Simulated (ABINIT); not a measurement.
# GaAs (F-43m): G0W0 with ABINIT, start to end, part 2 of 3

Wanted: ground state, empty states, screening and self-energy for GaAs (F-43m).

ABINIT 10.8.3; PBE and many-body steps on it, plane waves. Known limits of the many-body steps: not at the basis limit; screening runs away on this mesh; no spin-orbit coupling; coarse k mesh.

So far. Step 2 (Ground state): The gap is direct, at Γ.

### Step 3. Bands along the symmetry lines

Level of this step: DFT, PBE, plane waves, norm-conserving pseudopotentials (ABINIT).

Levels along a band path, at the cheap level, show where the edges lie and whether the meshes to come will hold them.

Contents of run.abi:

```
acell 3*1.0 Angstrom
rprim 
  0.000000000000 2.826850000000 2.826850000000
  2.826850000000 0.000000000000 2.826850000000
  2.826850000000 2.826850000000 0.000000000000
ntypat 2
znucl 31 33
natom 2
typat 1 2
xred 
  0.000000000000 0.000000000000 0.000000000000
  0.250000000000 0.250000000000 0.250000000000
pp_dirpath "pseudos"
pseudos "Ga.upf, As.upf"
ecut 45
iscf -2
irdden 1
kptopt 0
nkpt 50
kpt 
  0.00000000 0.00000000 0.00000000
  -0.06250000 -0.06250000 0.00000000
  -0.12500000 -0.12500000 0.00000000
  -0.18750000 -0.18750000 0.00000000
  -0.25000000 -0.25000000 0.00000000
  -0.31250000 -0.31250000 0.00000000
  -0.37500000 -0.37500000 0.00000000
  -0.43750000 -0.43750000 0.00000000
  -0.50000000 -0.50000000 0.00000000
  -0.48437500 -0.48437500 0.03125000
  -0.46875000 -0.46875000 0.06250000
  -0.45312500 -0.45312500 0.09375000
  -0.43750000 -0.43750000 0.12500000
  -0.42187500 -0.42187500 0.15625000
  -0.40625000 -0.40625000 0.18750000
  -0.39062500 -0.39062500 0.21875000
  -0.37500000 -0.37500000 0.25000000
  -0.37500000 0.00000000 0.37500000
  -0.32812500 0.00000000 0.32812500
  -0.28125000 0.00000000 0.28125000
  -0.23437500 0.00000000 0.23437500
  -0.18750000 0.00000000 0.18750000
  -0.14062500 0.00000000 0.14062500
  -0.09375000 0.00000000 0.09375000
  -0.04687500 0.00000000 0.04687500
  0.00000000 0.00000000 0.00000000
  0.00000000 0.00000000 0.06250000
  0.00000000 0.00000000 0.12500000
  0.00000000 0.00000000 0.18750000
  0.00000000 0.00000000 0.25000000
  0.00000000 0.00000000 0.31250000
  0.00000000 0.00000000 0.37500000
  0.00000000 0.00000000 0.43750000
  -0.00000000 -0.00000000 0.50000000
  -0.06250000 -0.03125000 0.46875000
  -0.12500000 -0.06250000 0.43750000
  -0.18750000 -0.09375000 0.40625000
  -0.25000000 -0.12500000 0.37500000
  -0.31250000 -0.15625000 0.34375000
  -0.37500000 -0.18750000 0.31250000
  -0.43750000 -0.21875000 0.28125000
  -0.50000000 -0.25000000 0.25000000
  -0.50000000 -0.28125000 0.21875000
  -0.50000000 -0.31250000 0.18750000
  -0.50000000 -0.34375000 0.15625000
  -0.50000000 -0.37500000 0.12500000
  -0.50000000 -0.40625000 0.09375000
  -0.50000000 -0.43750000 0.06250000
  -0.50000000 -0.46875000 0.03125000
  -0.50000000 -0.50000000 0.00000000
istwfk *1
nband 29
nbdbuf 2
tolwfr 1e-08
nstep 40
prtwf 0
prtvol 0
indata_prefix "in"
outdata_prefix "out"
tmpdata_prefix "tmp"
```

Command:

```bash
$ OMP_NUM_THREADS=1 mpirun -n 4 abinit run.abi > log
```

Numbers of over 12 decimals in the logs are rounded to 6 here.

What it wrote:

```text
.Version 10.8.3 of ABINIT. v10.8.2 released Aug 2026.

 Symmetries : space group F-4 3 m (#216); Bravais cF (face-center cubic)
[... echo of the input left out ...]
== DATASET  1 ==================================================================
-   mpi_nproc: 4, omp_nthreads: 1 (-1 if OMP is not activated)

--- !DatasetInfo
iteration_state: {dtset: 1, }
dimensions: {natom: 2, nkpt: 50, mband: 29, nsppol: 1, nspinor: 1, nspden: 1, mpw: 4477, }
cutoff_energies: {ecut:  45.0, pawecutdg:  -1.0, }
electrons: {nelect:   4.40000000E+01, charge:   0.00000000E+00, occopt:   1.00000000E+00, tsmear:   1.00000000E-02, }

 Real(R)+Recip(G) space primitive vectors, cartesian coordinates (Bohr,Bohr^-1):
 R(1)=  0.0000000  5.3419723  5.3419723  G(1)= -0.0935984  0.0935984  0.0935984
 R(2)=  5.3419723  0.0000000  5.3419723  G(2)=  0.0935984 -0.0935984  0.0935984
 R(3)=  5.3419723  5.3419723  0.0000000  G(3)=  0.0935984  0.0935984 -0.0935984
 Unit cell volume ucvol=  3.0488418E+02 bohr^3
 Angles (23,13,12)=  6.00000000E+01  6.00000000E+01  6.00000000E+01 degrees

 getcut: wavevector=  0.0000  0.0000  0.0000  ngfft=  48  48  48
         ecut(hartree)=     45.000   => boxcut(ratio)=   2.10404

--- Pseudopotential description ------------------------------------------------
- Ga Generated using ONCVPSP code by D. R. Hamann
- 31.00000  21.00000  171031                  znucl, zion, pspdat
12 -101130 2 -1 1902                          pspcod,pspxc,lmax,lloc,mmax
     nproj     2     2     2
  pspatm : epsatm=   21.85474337
         --- l  ekb(1:nproj) -->
             0    4.962806   -1.220223
             1   -5.679278   -1.350476
             2  -10.596651   -3.839775
 pspatm: atomic psp has been read  and splines computed

- As Generated using ONCVPSP code by D. R. Hamann
- 33.00000  23.00000  171031                  znucl, zion, pspdat
12 -101130 2 -1 1358                          pspcod,pspxc,lmax,lloc,mmax
     nproj     2     2     2
  pspatm : epsatm=   24.77333152
         --- l  ekb(1:nproj) -->
[...]
pspatm: atomic psp has been read  and splines computed

--------------------------------------------------------------------------------

================================================================================
 prteigrs : about to open file out_EIG
 Non-SCF case, kpt    1 (  0.00000  0.00000  0.00000), residuals and eigenvalues=
  7.95E-09  4.10E-09  8.72E-10  4.22E-09  1.87E-09  2.51E-09  6.84E-09  4.92E-09
  4.52E-09  6.80E-09  5.31E-09  1.63E-09  2.65E-09  3.05E-09  6.31E-09  5.72E-09
  3.83E-09  3.66E-09  7.04E-09  2.25E-09  2.99E-09  6.38E-09  8.69E-09  9.63E-09
  3.50E-09  7.40E-09  6.12E-09  1.08E-06  2.68E-05
 -6.5841E+00 -5.0788E+00 -4.5024E+00 -4.5024E+00 -4.5024E+00 -3.2656E+00
 -3.2656E+00 -3.2656E+00 -1.0842E+00 -1.0842E+00 -1.0842E+00 -1.0838E+00
 -1.0838E+00 -3.3685E-01 -3.3685E-01 -3.3685E-01 -3.3402E-01 -3.3402E-01
[...]
1.73E-09  1.85E-09  3.51E-09  1.38E-07  1.65E-05
[...]
Non-SCF case, kpt    3 ( -0.12500 -0.12500  0.00000), residuals and eigenvalues=
[...]
Non-SCF case, kpt   49 ( -0.50000 -0.46875  0.03125), residuals and eigenvalues=
[...]
Non-SCF case, kpt   50 ( -0.50000 -0.50000  0.00000), residuals and eigenvalues=
[...]
-1.0837E+00 -3.4072E-01 -3.3464E-01 -3.3464E-01 -3.3460E-01 -3.3301E-01
 -1.6768E-01 -4.2359E-02  1.0989E-01  1.0989E-01  2.6225E-01  2.6928E-01
[...]
--- !ResultsGS
iteration_state: {dtset: 1, }
comment   : Summary of ground state results
lattice_vectors:
- [  0.0000000,   5.3419723,   5.3419723, ]
- [  5.3419723,   0.0000000,   5.3419723, ]
- [  5.3419723,   5.3419723,   0.0000000, ]
lattice_lengths: [   7.55469,    7.55469,    7.55469, ]
lattice_angles: [ 60.000,  60.000,  60.000, ] # degrees, (23, 13, 12)
lattice_volume:   3.0488418E+02
convergence: {deltae:  0.000E+00, res2:  0.000E+00, residm:  9.967E-09, diffor:  0.000E+00, }
etotal    :  -5.53587247E+02
entropy   :   0.00000000E+00
fermie    :   2.08235878E-01
cartesian_stress_tensor: null
pressure_GPa: null
xred      :
- [  0.0000E+00,   0.0000E+00,   0.0000E+00, Ga]
- [  2.5000E-01,   2.5000E-01,   2.5000E-01, As]
cartesian_forces: null
force_length_stats: {min: null, max: null, mean: null, }

 Integrated electronic density in atomic spheres:
 ------------------------------------------------
 Atom  Sphere_radius  Integrated_density
[...]
================================================================================

 ----iterations are completed or convergence reached----

 Mean square residual over all n,k,spin=   48.042E-10; max=  99.673E-10
 reduced coordinates (array xred) for    2 atoms
       0.000000000000      0.000000000000      0.000000000000
       0.250000000000      0.250000000000      0.250000000000

 cartesian coordinates (angstrom) at end:
    1      0.000000     0.000000     0.000000
    2      1.413425     1.413425     1.413425
 length scales=  1.889726125908  1.889726125908  1.889726125908 bohr
              =  1.000000000000  1.000000000000  1.000000000000 angstroms
 prteigrs : about to open file out_EIG
 Eigenvalues (hartree) for nkpt=  50  k points:
 kpt#   1, nband= 29, wtk=  1.00000, kpt=  0.0000  0.0000  0.0000 (reduced coord)
[...]
kpt#   2, nband= 29, wtk=  1.00000, kpt= -0.0625 -0.0625  0.0000 (reduced coord)
[...]
kpt#   3, nband= 29, wtk=  1.00000, kpt= -0.1250 -0.1250  0.0000 (reduced coord)
[...]
kpt#  49, nband= 29, wtk=  1.00000, kpt= -0.5000 -0.4687  0.0313 (reduced coord)
[...]
0.57609    0.57670    0.61192    0.68199    0.70271
 kpt#  50, nband= 29, wtk=  1.00000, kpt= -0.5000 -0.5000  0.0000 (reduced coord)
[...]
-1.08414   -1.08402   -1.08402   -1.08377   -1.08368   -0.34072   -0.33464   -0.33464
  -0.33460   -0.33301   -0.16768   -0.04236    0.10989    0.10989    0.26225    0.26928
   0.58231    0.58231    0.61197    0.69814    0.70285

== END DATASET(S) ==============================================================
================================================================================

 -outvars: echo values of variables after computation  --------
            nband          29
             nkpt          50
          spgroup         216
 [... the other variables as echoed above ...]

 Calculation completed.
```

Run time: 29 s. Hardware: 4 MPI ranks of Arm Neoverse V1, shared host; peak memory 0.36 GiB; 1.9 min of CPU time.

This step gave:

```
gap                        : 0.5078 eV
k of the valence top       : 0, 0, 0
k of the conduction bottom : 0, 0, 0
least direct gap           : 0.5078 eV
```

The gap is 0.508 eV, as in the run before at this level.

Electronic bands along the path, in eV, zero at the top of the highest filled band:

```csv
point,band 19,band 20,band 21,band 22,band 23,band 24,band 25,band 26
Γ,-12.73,0.00,0.00,0.00,0.51,3.74,3.74,3.74
halfway,-11.80,-4.09,-1.69,-1.69,1.99,3.27,6.62,6.62
X,-10.23,-6.82,-2.68,-2.68,1.47,1.66,10.18,10.18
halfway,-10.22,-6.77,-3.20,-2.57,1.66,2.57,9.21,9.43
U,-10.27,-6.63,-3.86,-2.26,1.97,4.64,7.96,8.07
jump to K,-10.27,-6.63,-3.86,-2.26,1.97,4.64,7.96,8.07
halfway,-11.72,-4.56,-2.44,-0.68,2.68,4.77,4.81,5.65
Γ,-12.73,0.00,0.00,0.00,0.51,3.74,3.74,3.74
halfway,-12.04,-4.14,-0.68,-0.68,1.45,4.60,4.60,5.96
L,-10.97,-6.64,-1.14,-1.14,1.00,4.65,4.65,7.76
halfway,-10.63,-6.49,-3.22,-1.94,3.03,4.18,6.35,7.70
W,-10.17,-6.63,-3.53,-3.34,4.62,4.73,5.42,6.05
halfway,-10.20,-6.73,-3.14,-3.04,2.56,2.76,8.15,8.36
X,-10.23,-6.82,-2.68,-2.68,1.47,1.66,10.18,10.18
```

The electronic bands as a text plot (rows in eV, shown from -8.0 to 6.5 only):

```
    6.2 |                  +++              +         ++ +++
    5.6 |    +              +++++++                  +  ++++
    5.0 |  ++                   +  ++      + ++   +++    ++
    4.4 |                 +      ++      ++++  +++++++++++++
    3.8 |++              +         ++++++++             +   +
    3.2 |  +++++        +                             ++
    2.6 |  +++  +++    +   ++++++++                  +       ++
    2.0 |     ++   ++ + +++        ++               +         +++
    1.4 | +     ++++++++             +  ++++++++  ++            +
    0.8 |+                            ++        ++
    0.2 |*                           ****
   -0.4 | ***                   ******   ****
   -1.0 | *  *                **   ***  *    ********
   -1.7 |     **           ***   **               ** **
   -2.3 |  **   ***     ***     *  **    **         *  *
   -2.9 |    *     *****      **           *         *  **   ****
   -3.5 |              ***  **   **                   *******
   -4.1 |     **          **                *
   -4.7 |                       *
   -5.3 |       **            **             **
   -5.9 |         *         **                 *
   -6.5 |          **  *****                    ***************
   -7.1 |            **                                        **
   -7.7 |
         Γ           X  U|K            Γ         L        W     X
```

### Step 4. Empty states on the mesh, 4×4×4 mesh, 83 bands

The sums over transitions need many empty states on a uniform mesh; this step solves for them.

Contents of run.abi:

```
acell 3*1.0 Angstrom
rprim 
  0.000000000000 2.826850000000 2.826850000000
  2.826850000000 0.000000000000 2.826850000000
  2.826850000000 2.826850000000 0.000000000000
ntypat 2
znucl 31 33
natom 2
typat 1 2
xred 
  0.000000000000 0.000000000000 0.000000000000
  0.250000000000 0.250000000000 0.250000000000
pp_dirpath "pseudos"
pseudos "Ga.upf, As.upf"
ecut 45
ngkpt 4 4 4
nshiftk 1
shiftk 0 0 0
kptopt 1
chksymbreak 0
iscf -2
irdden 1
istwfk *1
nband 83
nbdbuf 6
tolwfr 1e-09
nstep 60
prtvol 0
indata_prefix "in"
outdata_prefix "out"
tmpdata_prefix "tmp"
```

What it wrote:

```text
.Version 10.8.3 of ABINIT. v10.8.2 released Aug 2026.

 Symmetries : space group F-4 3 m (#216); Bravais cF (face-center cubic)
[... echo of the input left out ...]
== DATASET  1 ==================================================================
-   mpi_nproc: 4, omp_nthreads: 1 (-1 if OMP is not activated)

--- !DatasetInfo
iteration_state: {dtset: 1, }
dimensions: {natom: 2, nkpt: 8, mband: 83, nsppol: 1, nspinor: 1, nspden: 1, mpw: 4477, }
cutoff_energies: {ecut:  45.0, pawecutdg:  -1.0, }
electrons: {nelect:   4.40000000E+01, charge:   0.00000000E+00, occopt:   1.00000000E+00, tsmear:   1.00000000E-02, }

 Real(R)+Recip(G) space primitive vectors, cartesian coordinates (Bohr,Bohr^-1):
 R(1)=  0.0000000  5.3419723  5.3419723  G(1)= -0.0935984  0.0935984  0.0935984
 R(2)=  5.3419723  0.0000000  5.3419723  G(2)=  0.0935984 -0.0935984  0.0935984
 R(3)=  5.3419723  5.3419723  0.0000000  G(3)=  0.0935984  0.0935984 -0.0935984
 Unit cell volume ucvol=  3.0488418E+02 bohr^3
 Angles (23,13,12)=  6.00000000E+01  6.00000000E+01  6.00000000E+01 degrees

 getcut: wavevector=  0.0000  0.0000  0.0000  ngfft=  48  48  48
         ecut(hartree)=     45.000   => boxcut(ratio)=   2.10404

--- Pseudopotential description ------------------------------------------------
- Ga Generated using ONCVPSP code by D. R. Hamann
- 31.00000  21.00000  171031                  znucl, zion, pspdat
12 -101130 2 -1 1902                          pspcod,pspxc,lmax,lloc,mmax
     nproj     2     2     2
  pspatm : epsatm=   21.85474337
         --- l  ekb(1:nproj) -->
             0    4.962806   -1.220223
             1   -5.679278   -1.350476
             2  -10.596651   -3.839775
 pspatm: atomic psp has been read  and splines computed

- As Generated using ONCVPSP code by D. R. Hamann
- 33.00000  23.00000  171031                  znucl, zion, pspdat
12 -101130 2 -1 1358                          pspcod,pspxc,lmax,lloc,mmax
     nproj     2     2     2
  pspatm : epsatm=   24.77333152
         --- l  ekb(1:nproj) -->
[...]
pspatm: atomic psp has been read  and splines computed

--------------------------------------------------------------------------------

================================================================================
 prteigrs : about to open file out_EIG
 Non-SCF case, kpt    1 (  0.00000  0.00000  0.00000), residuals and eigenvalues=
  4.14E-10  6.26E-10  1.92E-10  2.38E-10  1.37E-10  1.21E-10  2.90E-10  1.40E-10
  9.47E-11  9.65E-11  1.41E-10  1.03E-10  1.96E-10  2.49E-10  4.54E-10  2.71E-10
  4.13E-10  4.56E-10  4.50E-10  2.91E-10  1.23E-10  4.65E-10  1.43E-10  2.07E-10
[...]
-6.5841E+00 -5.0788E+00 -4.5024E+00 -4.5024E+00 -4.5024E+00 -3.2656E+00
 -3.2656E+00 -3.2656E+00 -1.0842E+00 -1.0842E+00 -1.0842E+00 -1.0838E+00
 -1.0838E+00 -3.3685E-01 -3.3685E-01 -3.3685E-01 -3.3402E-01 -3.3402E-01
[...]
1.8049E+00  1.8049E+00  1.9118E+00  2.0132E+00  2.0132E+00  2.0132E+00
  2.0206E+00  2.0206E+00  2.0206E+00  2.1024E+00  2.2154E+00  2.5778E+00
  2.5778E+00  2.5778E+00  2.6269E+00  2.6270E+00  2.6742E+00
 prteigrs : prtvol=0 or 1, do not print more k-points.

--- !ResultsGS
iteration_state: {dtset: 1, }
comment   : Summary of ground state results
lattice_vectors:
- [  0.0000000,   5.3419723,   5.3419723, ]
- [  5.3419723,   0.0000000,   5.3419723, ]
- [  5.3419723,   5.3419723,   0.0000000, ]
lattice_lengths: [   7.55469,    7.55469,    7.55469, ]
lattice_angles: [ 60.000,  60.000,  60.000, ] # degrees, (23, 13, 12)
lattice_volume:   3.0488418E+02
convergence: {deltae:  0.000E+00, res2:  0.000E+00, residm:  9.957E-10, diffor:  0.000E+00, }
etotal    :  -5.53587247E+02
entropy   :   0.00000000E+00
fermie    :   2.08235878E-01
cartesian_stress_tensor: null
pressure_GPa: null
xred      :
- [  0.0000E+00,   0.0000E+00,   0.0000E+00, Ga]
- [  2.5000E-01,   2.5000E-01,   2.5000E-01, As]
cartesian_forces: null
force_length_stats: {min: null, max: null, mean: null, }

 Integrated electronic density in atomic spheres:
 ------------------------------------------------
 Atom  Sphere_radius  Integrated_density
[...]
================================================================================

 ----iterations are completed or convergence reached----

 Mean square residual over all n,k,spin=   36.713E-11; max=  99.572E-11
 reduced coordinates (array xred) for    2 atoms
[...]
0.250000000000      0.250000000000      0.250000000000

 cartesian coordinates (angstrom) at end:
    1      0.000000     0.000000     0.000000
    2      1.413425     1.413425     1.413425
 length scales=  1.889726125908  1.889726125908  1.889726125908 bohr
              =  1.000000000000  1.000000000000  1.000000000000 angstroms
 prteigrs : about to open file out_EIG
 Eigenvalues (hartree) for nkpt=   8  k points:
 kpt#   1, nband= 83, wtk=  0.01563, kpt=  0.0000  0.0000  0.0000 (reduced coord)
[...]
1.79404    1.79404    1.80494    1.80494    1.91182    2.01318    2.01318    2.01318
   2.02057    2.02057    2.02057    2.10245    2.21538    2.57776    2.57776    2.57777
   2.62694    2.62700    2.67417
 prteigrs : prtvol=0 or 1, do not print more k-points.

== END DATASET(S) ==============================================================
================================================================================

 -outvars: echo values of variables after computation  --------
            nband          83
             nkpt           8
          spgroup         216
 [... the other variables as echoed above ...]

 Calculation completed.
```

The job ended after 19 s (4 MPI ranks; peak memory 0.32 GiB).

Numbers from this step:

```
gap                                                           : 0.5078 eV
k of the valence top                                          : 0, 0, 0
k of the conduction bottom                                    : 0, 0, 0
least direct gap                                              : 0.5078 eV
k points computed                                             : 8
lowest point of the top converged band, above the valence top : 54.6171 eV
```

On this mesh the gap is 0.508 eV.

### Step 5. Screening, 4×4×4 mesh, 77 bands, screening to 130.6 eV

The RPA dielectric matrix is built and inverted for each q.

This step: RPA screening on PBE, plane waves, norm-conserving pseudopotentials.

Edit run.abi of step 4 so:

```diff
@@ -20,10 +20,11 @@
 chksymbreak 0
-iscf -2
-irdden 1
 istwfk *1
-nband 83
-nbdbuf 6
-tolwfr 1e-09
-nstep 60
-prtvol 0
+occopt 1
+irdwfk 1
+optdriver 3
+nband 77
+ecuteps 4.8
+inclvkb 2
+awtr 1
+symchi 1
 indata_prefix "in"
```

What it wrote:

```text
.Version 10.8.3 of ABINIT. v10.8.2 released Aug 2026.

 Symmetries : space group F-4 3 m (#216); Bravais cF (face-center cubic)
[... echo of the input left out ...]
== DATASET  1 ==================================================================
-   mpi_nproc: 4, omp_nthreads: 1 (-1 if OMP is not activated)

--- !DatasetInfo
iteration_state: {dtset: 1, }
dimensions: {natom: 2, nkpt: 8, mband: 77, nsppol: 1, nspinor: 1, nspden: 1, mpw: 4477, }
cutoff_energies: {ecut:  45.0, pawecutdg:  -1.0, }
electrons: {nelect:   4.40000000E+01, charge:   0.00000000E+00, occopt:   1.00000000E+00, tsmear:   1.00000000E-02, }

 SCREENING: Calculation of the susceptibility and dielectric matrices

 Based on a program developped by R.W. Godby, V. Olevano, G. Onida, and L. Reining.
 Incorporated in ABINIT by V. Olevano, G.-M. Rignanese, and M. Torrent.
.Using double precision arithmetic ; gwpc =  8

[... cell and pseudopotentials left out ...]
--------------------------------------------------------------------------------

 ==== K-mesh for the wavefunctions ====
 Number of points in the irreducible wedge :     8
[... list of points left out ...]
 Together with 24 symmetry operations and time-reversal symmetry
 yields    64 points in the full Brillouin Zone.

 ==== Q-mesh for the screening function ====
 Number of points in the irreducible wedge :     8
[... list of points left out ...]
 Together with 24 symmetry operations and time-reversal symmetry
 yields    64 points in the full Brillouin Zone.

 setmesh: FFT mesh size selected  =    32x   32x   32
          total number of points  =        32768

 vcoul_init : cutoff-mode = AUXILIARY_FUNCTION
 q-points for optical limit:   1
     1)      0.000010    0.000020    0.000030

- screening: taking advantage of time-reversal symmetry
- Maximum band index for partially occupied states nbvw = 22
- Remaining bands to be divided among processors   nbcw = 55
- Number of bands treated by each node ~13

 Number of electrons calculated from density =   44.0000; Expected =   44.0000
 average of density, n =  0.144317
 r_s =    1.1827
 omega_plasma =   36.6450 [eV]

 calculating chi0 at frequencies [eV] :
  1    0.000000E+00    0.000000E+00
  2    0.000000E+00    3.664498E+01

--------------------------------------------------------------------------------
  q-point number  1        q = ( 0.000000, 0.000000, 0.000000) [r.l.u.]
--------------------------------------------------------------------------------
[... chi0 elements left out ...]
 For q-point:  0.000010 0.000020 0.000030
  dielectric constant = 140.2064
  dielectric constant without local fields = 149.5493

  Average fulfillment of the sum rule on Im[epsilon] for q-point    1 :     26.04  [%]
[... wings left out ...]
  q-point number  2        q = ( 0.250000, 0.000000, 0.000000) [r.l.u.]
--------------------------------------------------------------------------------
[... chi0 elements left out ...]
  Average fulfillment of the sum rule on Im[epsilon] for q-point    2 :     31.37  [%]

 [... 6 further q-points ...]
```

It took 31 s on 4 MPI ranks; peak memory 1 GiB.

This step gave:

* ε∞ with local fields, on this mesh, along the program's q direction: 140.2
* the same without local fields: 149.5
* plasma frequency: 36.65 eV
* plane waves in the screening matrix: 169

Local fields lower ε∞ by 6 %. The value itself is an artefact of the mesh, where one narrow direct gap carries too much weight.

[end of part 2 of 3]

[Paths, hosts, dates, memory and timing lines, banners, echoed tables and standing remarks are left out of the program output.]

[Logs are printed without paths, hosts, clocks, repeated set-up lines and the standing remarks that a program may print on its own settings, such as how far it seeks lower states.]

[Runs of the session that timed out or met a known fault of the program may be left out.]

[No measured gap is set beside runs whose start may be inverted or whose files or cutoffs have a known fault.]

[Hosts, paths, dates, database ids (printed as entryN), source tags and the programs' standing remarks are cut or masked in the printed files.]

[G0W0 gaps are taken among the corrected bands and points alone; a level outside them can change the order at an edge.]

[Where Ansatz stands beside ABINIT at settings called matched, ABINIT's density can come from a denser mesh and the files from another edition; pairs whose starting gaps differed by over 0.03 eV were left out, so agreement reads better than it is.]
